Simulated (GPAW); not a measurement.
# The Mg K excitation threshold of MgO (Periclase, Fm-3m) under uniform strain

For each volume the threshold was computed as E(hole) − E(ground) plus the lowest empty eigenvalue of the hole cell (GPAW, RPBE, 16-atom cell, total energies on 4×4×4 k points, the eigenvalue on 5×5×5, hole spin-paired). The values are raw, 13 eV above the value with the free atom's term for the hole's spin taken off; only their change is used. The threshold is the spectrum's zero, where absorption may be weak, not the visible edge.

| volume | ln(V/V₀) | threshold (eV) |
| --- | --- | --- |
| V × 0.94 | -0.06188 | 1316.701 |
| V × 0.97 | -0.03046 | 1316.532 |
| V × 1 | +0.00000 | 1316.379 |
| V × 1.03 | +0.02956 | ? |
| V × 1.06 | +0.05827 | 1316.121 |

The database entry behind the starting cell differs from later determinations by our own check (about 0.1 % long), so it need not match the best structure at ambient conditions.

Q: Fit a straight line in ln(V/V₀), give its slope, and predict the threshold at V × 1.03.

The means of the given rows are x̄ = -0.00852 and Ē = 1316.433 eV. Σ(x − x̄)(E − Ē) = -0.03777 and Σ(x − x̄)² = 0.007862, so the slope is -4.80 eV, and the line passes the given rows within 0.013 eV. At x = +0.02956 it gives 1316.433 + (-4.80) × (+0.03808) = 1316.250 eV. The run gives 1316.243 eV, a miss of +0.007 eV over a total move of -0.580 eV. The slope is the clamped-ion volume deformation potential of the lowest empty level of the hole cell on this mesh (the hole may pull it below the band edge) against the Mg 1s level, with the hole's relaxation included: the threshold falls by 0.048 eV for 1 % of expansion. The charged cell's image error also scales with the cell's size and isn't taken out.

[Hosts, paths, dates, database ids (printed as entryN), source tags and the programs' standing remarks are cut or masked in the printed files.]

[Lists of maxima count a maximum above −3 eV only where it reaches 4 % of the highest in the window and stands out from its surroundings by 2 % of it (1.5 % where it reaches 55 %); shoulders and weaker maxima are passed over, and of the rest the first, up to two pre-edge ones and the few strongest are named.]
